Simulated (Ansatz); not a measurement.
# The valence band of Mg as photoemission sees it, part 2 of 2

Aim: the valence spectrum of Mg from He I to hard X-rays, and which orbitals make each feature.

Ansatz 0.2.0; DFT, PBE, plane-wave PAW, default files, scalar-relativistic (the session's first sound run).

So far. Step 2 (The base run): At the Fermi level the DOS is 0.80 states/eV a cell.

## (5) A coarser DOS mesh

This step: DFT, PBE, plane-wave PAW, default files, scalar-relativistic (Ansatz 0.2.0).

A coarser mesh is cheaper; this run shows what it does to the DOS.

Contents of input.yaml:

```yaml
crystal:
  lattice:
    - [3.2093, 0.0, 0.0]
    - [-1.60465, 2.7793353284, 0.0]
    - [0.0, 0.0, 5.2103]
  atoms:
    - { symbol: Mg, position: [0.6666666667, 0.3333333333, 0.75] }
    - { symbol: Mg, position: [0.3333333333, 0.6666666667, 0.25] }
kpoints:
  mp_grid: { grid: [12, 12, 8] }
scf:
  occupations: { method: fermi_dirac, width: 0.05 }
  n_extra_bands: 8
hamiltonian:
  xc: pbe
  pseudopotentials: { kind: paw }
output:
  forces: true
  stress: true
  dos:
    projected: true
    de: 0.05
    e_range: [-30, 12]
    nscf_kmesh: { grid: [6, 6, 4] }
```

Started as:

```sh
> ansatz run input.yaml --threads 2 --pin off --max-ram 4096MiB --backend cpu --events-out ev --progress --plain --runs-dir out
```

Wall time 2.7 s (2 threads of Arm Neoverse V1, shared host); peak memory 0.33 GiB.

This step gave:

- free energy: -3847.6046 eV
- energy at zero smearing: -3847.6007 eV
- smearing term TS: 0.007783 eV
- Fermi energy: 5.494 eV
- pressure: -0.4718 GPa
- share of occupied states in no projected shell: 0.3114 of the occupied states in the window
- DOS at the Fermi level: 0.6787 states/eV/cell

Maxima picked by a test of local sharpness, so broad peaks and shoulders can be missing; peaks within 0.45 eV of a curve's cut are left out. Valence peaks, by row:

| photon energy (eV) | binding energy (eV) | height (% of the maximum within 13 eV) | main shell | its share (%) |
| --- | --- | --- | --- | --- |
| 21.2 | 2.45 | 100 | Mg 3s | 87.98 |
| 60 | 2.35 | 100 | Mg 3s | 81.04 |
| 1487 | 2.55 | 100 | Mg 3s | 97.65 |
| 5950 | 2.6 | 100 | Mg 3s | 99.34 |
| 9252 | 2.6 | 100 | Mg 3s | 99.56 |

Spectra as before, but with a recipe of its own (widths, and in some runs the light), which changes peak heights and what is resolved: Gaussian 0.6 eV, Lorentzian 0.2 eV plus 0.03 times the binding energy, unpolarised light, analyser at 45°, Fermi edge at 20 K; some photon energies differ too.

The two runs compared:

| quantity | this run | base run | difference |
| --- | --- | --- | --- |
| DOS at the Fermi level (states/eV/cell) | 0.6787 | 0.8009 | -0.122 |

## (6) Other settings: scf.initial_density.chi_scale = 0.0

This step: DFT, PBE, plane-wave PAW, default files, scalar-relativistic; changed: scf.initial_density.chi_scale = 0.0 (Ansatz 0.2.0).

Some settings are changed to see whether the read-outs move.

input.yaml, as its differences from that of step 5:

```diff
@@ -13,2 +13,3 @@
   n_extra_bands: 8
+  initial_density: { chi_scale: 0.0 }
 hamiltonian:
@@ -23,2 +24,2 @@
     e_range: [-30, 12]
-    nscf_kmesh: { grid: [6, 6, 4] }
+    nscf_kmesh: { grid: [24, 24, 12] }
```

Run time: 7.7 s. Hardware: 2 threads; peak memory 0.38 GiB; 15 s of CPU time.

Numbers from this step:

* pressure: -0.4719 GPa
* share of occupied states in no projected shell: 0.2749 of the occupied states in the window
* DOS at the Fermi level: 0.8009 states/eV/cell

This run's widths, added to any smearing of the DOS itself: Gaussian 0.3 eV, Lorentzian 0.1 eV plus 0.03 an eV of depth. The intensity by binding energy, zero at the Fermi level; values in % of the maximum within 13 eV:

| binding energy (eV) | 21.2 eV | 100 eV | 1486.7 eV | 5414.7 eV | 8047.8 eV |
| --- | --- | --- | --- | --- | --- |
| -1.0 | 1.69 | 1.71 | 1.44 | 1.39 | 1.38 |
| -0.5 | 3.53 | 3.64 | 2.83 | 2.69 | 2.67 |
| 0.0 | 41.8 | 44.4 | 30.1 | 27.9 | 27.6 |
| 0.5 | 75.3 | 80.5 | 52.7 | 48.5 | 47.8 |
| 1.0 | 93.0 | 97.0 | 71.4 | 67.3 | 66.7 |
| 1.5 | 97.3 | 97.5 | 85.1 | 82.6 | 82.3 |
| 2.0 | 98.4 | 95.4 | 94.3 | 93.2 | 93.1 |
| 2.5 | 98.9 | 93.9 | 100.0 | 99.8 | 99.8 |
| 3.0 | 95.2 | 89.2 | 99.3 | 99.7 | 99.7 |
| 3.5 | 90.3 | 83.9 | 96.0 | 96.7 | 96.8 |
| 4.0 | 84.0 | 77.6 | 90.3 | 91.2 | 91.3 |
| 4.5 | 76.3 | 70.3 | 82.7 | 83.6 | 83.7 |
| 5.0 | 67.4 | 62.0 | 73.4 | 74.2 | 74.3 |
| 5.5 | 57.1 | 52.5 | 62.3 | 63.1 | 63.1 |
| 6.0 | 44.7 | 41.1 | 48.9 | 49.5 | 49.5 |
| 6.5 | 28.3 | 26.0 | 30.9 | 31.3 | 31.3 |
| 7.0 | 8.06 | 7.41 | 8.77 | 8.87 | 8.88 |
| 7.5 | 2.57 | 2.38 | 2.77 | 2.80 | 2.80 |
| 8.0 | 1.50 | 1.39 | 1.60 | 1.62 | 1.62 |

Maxima picked by a test of local sharpness, so broad peaks and shoulders can be missing; peaks within 0.45 eV of a curve's cut are left out. Valence peaks, by row:

| photon energy (eV) | binding energy (eV) | height (% of the maximum within 13 eV) | main shell | its share (%) |
| --- | --- | --- | --- | --- |
| 21.2 | 2.3 | 100 | Mg 3s | 88.42 |
| 100 | 2.2 | 95.8 | Mg 3s | 83.3 |
| 100 | 1.2 | 100 | Mg 3s | 60.17 |
| 1487 | 2.5 | 100 | Mg 3s | 97.98 |
| 5415 | 2.75 | 100 | Mg 3s | 99.5 |
| 8048 | 2.75 | 100 | Mg 3s | 99.65 |

Spectra as before, but with a recipe of its own (widths, and in some runs the light), which changes peak heights and what is resolved: Gaussian 0.3 eV, Lorentzian 0.1 eV plus 0.03 times the binding energy, unpolarised light, analyser at 45°, Fermi edge at 300 K; some photon energies differ too.

The free energy moves by 0.0 meV an atom against the base run, the DOS at the Fermi level from 0.80 to 0.80 states/eV.

## (7) Other settings

This step: DFT, RPBE, plane-wave PAW, default files, scalar-relativistic; changed: hamiltonian.xc = "rpbe", kpoints.mp_grid.grid = [18, 18, 12] (Ansatz 0.2.0).

input.yaml, as its differences from that of step 6:

```diff
@@ -9,3 +9,3 @@
 kpoints:
-  mp_grid: { grid: [12, 12, 8] }
+  mp_grid: { grid: [18, 18, 12] }
 scf:
@@ -13,5 +13,4 @@
   n_extra_bands: 8
-  initial_density: { chi_scale: 0.0 }
 hamiltonian:
-  xc: pbe
+  xc: rpbe
   pseudopotentials: { kind: paw }
```

The job ended after 12 s (2 threads; peak memory 0.42 GiB).

This step gave:

- free energy: -3853.2461 eV
- energy at zero smearing: -3853.2428 eV
- smearing term TS: 0.006633 eV
- Fermi energy: 5.645 eV
- pressure: 0.7108 GPa
- share of occupied states in no projected shell: 0.2802 of the occupied states in the window
- DOS at the Fermi level: 0.7874 states/eV/cell

The DOS has structure finer than the step of the table below, so its rows give means over 0.5 eV, whole bins alone (the curve runs from -8.38 to 9.12 eV). Peaks (eV: height): total -1.18: 0.952, 0.93: 1.06, 3.62: 1.23, 8.82: 1.47; Mg 3s -2.38: 0.574, 0.53: 0.348; Mg 3p* 8.82: 1.43.

* holds the states left over by the projection beside any projected weight of its own. Table of DOS by E, zero at the Fermi level; means over each step; values in states/eV/cell:

| E (eV) | total | Mg 3s | Mg 3p* |
| --- | --- | --- | --- |
| -7.5 | 0 | 0 | 0 |
| -7.0 | 0.0209 | 0.0209 | 9.9e-6 |
| -6.5 | 0.188 | 0.188 | 2.1e-4 |
| -6.0 | 0.296 | 0.295 | 8.9e-4 |
| -5.5 | 0.375 | 0.372 | 0.00254 |
| -5.0 | 0.441 | 0.435 | 0.00605 |
| -4.5 | 0.500 | 0.487 | 0.0129 |
| -4.0 | 0.555 | 0.529 | 0.0254 |
| -3.5 | 0.606 | 0.559 | 0.0472 |
| -3.0 | 0.656 | 0.572 | 0.0834 |
| -2.5 | 0.714 | 0.571 | 0.144 |
| -2.0 | 0.757 | 0.522 | 0.234 |
| -1.5 | 0.830 | 0.454 | 0.376 |
| -1.0 | 0.895 | 0.357 | 0.538 |
| -0.5 | 0.758 | 0.246 | 0.512 |
| 0.0 | 0.787 | 0.293 | 0.494 |
| 0.5 | 0.921 | 0.330 | 0.591 |
| 1.0 | 1.04 | 0.247 | 0.793 |
| 1.5 | 0.914 | 0.152 | 0.762 |
| 2.0 | 0.993 | 0.186 | 0.807 |
| 2.5 | 1.06 | 0.168 | 0.892 |
| 3.0 | 1.05 | 0.140 | 0.910 |
| 3.5 | 1.17 | 0.134 | 1.03 |
| 4.0 | 1.11 | 0.0814 | 1.02 |
| 4.5 | 1.11 | 0.0643 | 1.05 |
| 5.0 | 1.08 | 0.0566 | 1.02 |
| 5.5 | 1.16 | 0.0772 | 1.08 |
| 6.0 | 1.21 | 0.0789 | 1.13 |
| 6.5 | 1.27 | 0.0661 | 1.21 |
| 7.0 | 1.33 | 0.0510 | 1.28 |
| 7.5 | 1.31 | 0.0365 | 1.27 |
| 8.0 | 1.30 | 0.0268 | 1.27 |
| 8.5 | 1.36 | 0.0260 | 1.33 |

The two runs compared:

| quantity | this run | base run | difference |
| --- | --- | --- | --- |
| DOS at the Fermi level (states/eV/cell) | 0.7874 | 0.8009 | -0.0135 |

## (8) Results

| Item | Value |
| --- | --- |
| least gap on the mesh and the path | under 0.05 eV or none |
| strongest listed peak within 13 eV of the zero, at 1486.7 eV | 2.8 eV binding, mostly Mg 3s |
| strongest listed peak within 13 eV of the zero, at 21.2 eV | 2.5 eV binding, mostly Mg 3s |
| PBE (8.6 s on 2 threads) | no clear gap, highest Al Kα peak within 13 eV at 2.8 eV (Mg 3s) |
| r²SCAN (19 s on 2 threads) | no clear gap, highest Al Kα peak within 13 eV at 2.9 eV (Mg 3s) |
| PBEsol (8.8 s on 2 threads) | no clear gap, highest Al Kα peak within 13 eV at 2.5 eV (Mg 3s) |
| coarse-dos (2.7 s on 2 threads) | no clear gap, highest Al Kα peak within 13 eV at 2.5 eV (Mg 3s) |
| other settings (7.7 s on 2 threads) | no clear gap, highest Al Kα peak within 13 eV at 2.5 eV (Mg 3s) |
| other settings #2 (12 s on 2 threads) | no clear gap, highest Al Kα peak within 13 eV at 2.8 eV (Mg 3s) |

What this shows: Mg is without a gap at the base level, and its valence spectrum changes with photon energy as the shells' cross sections do. At 21.2 eV the area is led by Mg 3s (90 %), at 5414.7 eV by Mg 3s (99 %). Kohn–Sham levels aren't quasiparticle energies, so peak positions are approximate. Each run has its own recipe for the spectra (widths, photon energies, in some runs the light), so peak heights and places can differ between runs for that reason too.

[Logs are printed without paths, hosts, clocks, repeated set-up lines and the standing remarks that a program may print on its own settings, such as how far it seeks lower states.]

[Hosts, paths, dates, database ids (printed as entryN), source tags and the programs' standing remarks are cut or masked in the printed files.]

[Maps of the electrostatic potential energy from Ansatz leave out the sawtooth potential of an applied field or a dipole correction, so their vacuum need not be flat; work functions include it.]

[Peak lists hold at most the 14 tallest peaks of each spectrum; further lines can be left out.]
